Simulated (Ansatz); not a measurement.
# Al(100) / 6.0 Å vacuum / Al(100): a missing point of the current-voltage curve

Four biases are known. What current density flows at 1.5 V?

**Method.** Ansatz 0.2.0, plane waves with PAW datasets, PBE; a slab with two metal leads whose outer parts are reservoirs, with density and current solved under bias (Landauer, 300 K). Both electrodes are alike, so the curve is odd in V.

The runs, with one result withheld:

| bias (V) | drop between the leads' cuts (V) | current density (A/m²) |
| --- | --- | --- |
| 0.3 | 0.294 | 1.74×10¹² |
| 0.6 | 0.591 | 3.68×10¹² |
| 1 | 0.989 | 5.57×10¹² |
| 1.5 | 1.49 | ? |
| 2 | 1.98 | 1.16×10¹³ |

**Fit on the rows shown.**

An odd curve starts as J = aV + bV³. Least squares on the four rows gives a = 5.74×10¹² A/(m² V) and b = 1.24×10¹⁰ A/(m² V³), so at 1.5 V: 5.74×10¹² × 1.5 + 1.24×10¹⁰ × 3.375. Predicted: 8.65×10¹² A/m².

**The withheld run.**

8.78×10¹² A/m², so the prediction is 1.5 % too low. The fit misses the rows shown by up to 6.4 %, and the cubic term makes 0.85 % of the current at 2 V, too little against the scatter to be read.

**Limits.** On every other k-point the currents of these runs, at any bias, move by up to 17 %. Atoms are frozen on ideal sites at every bias.
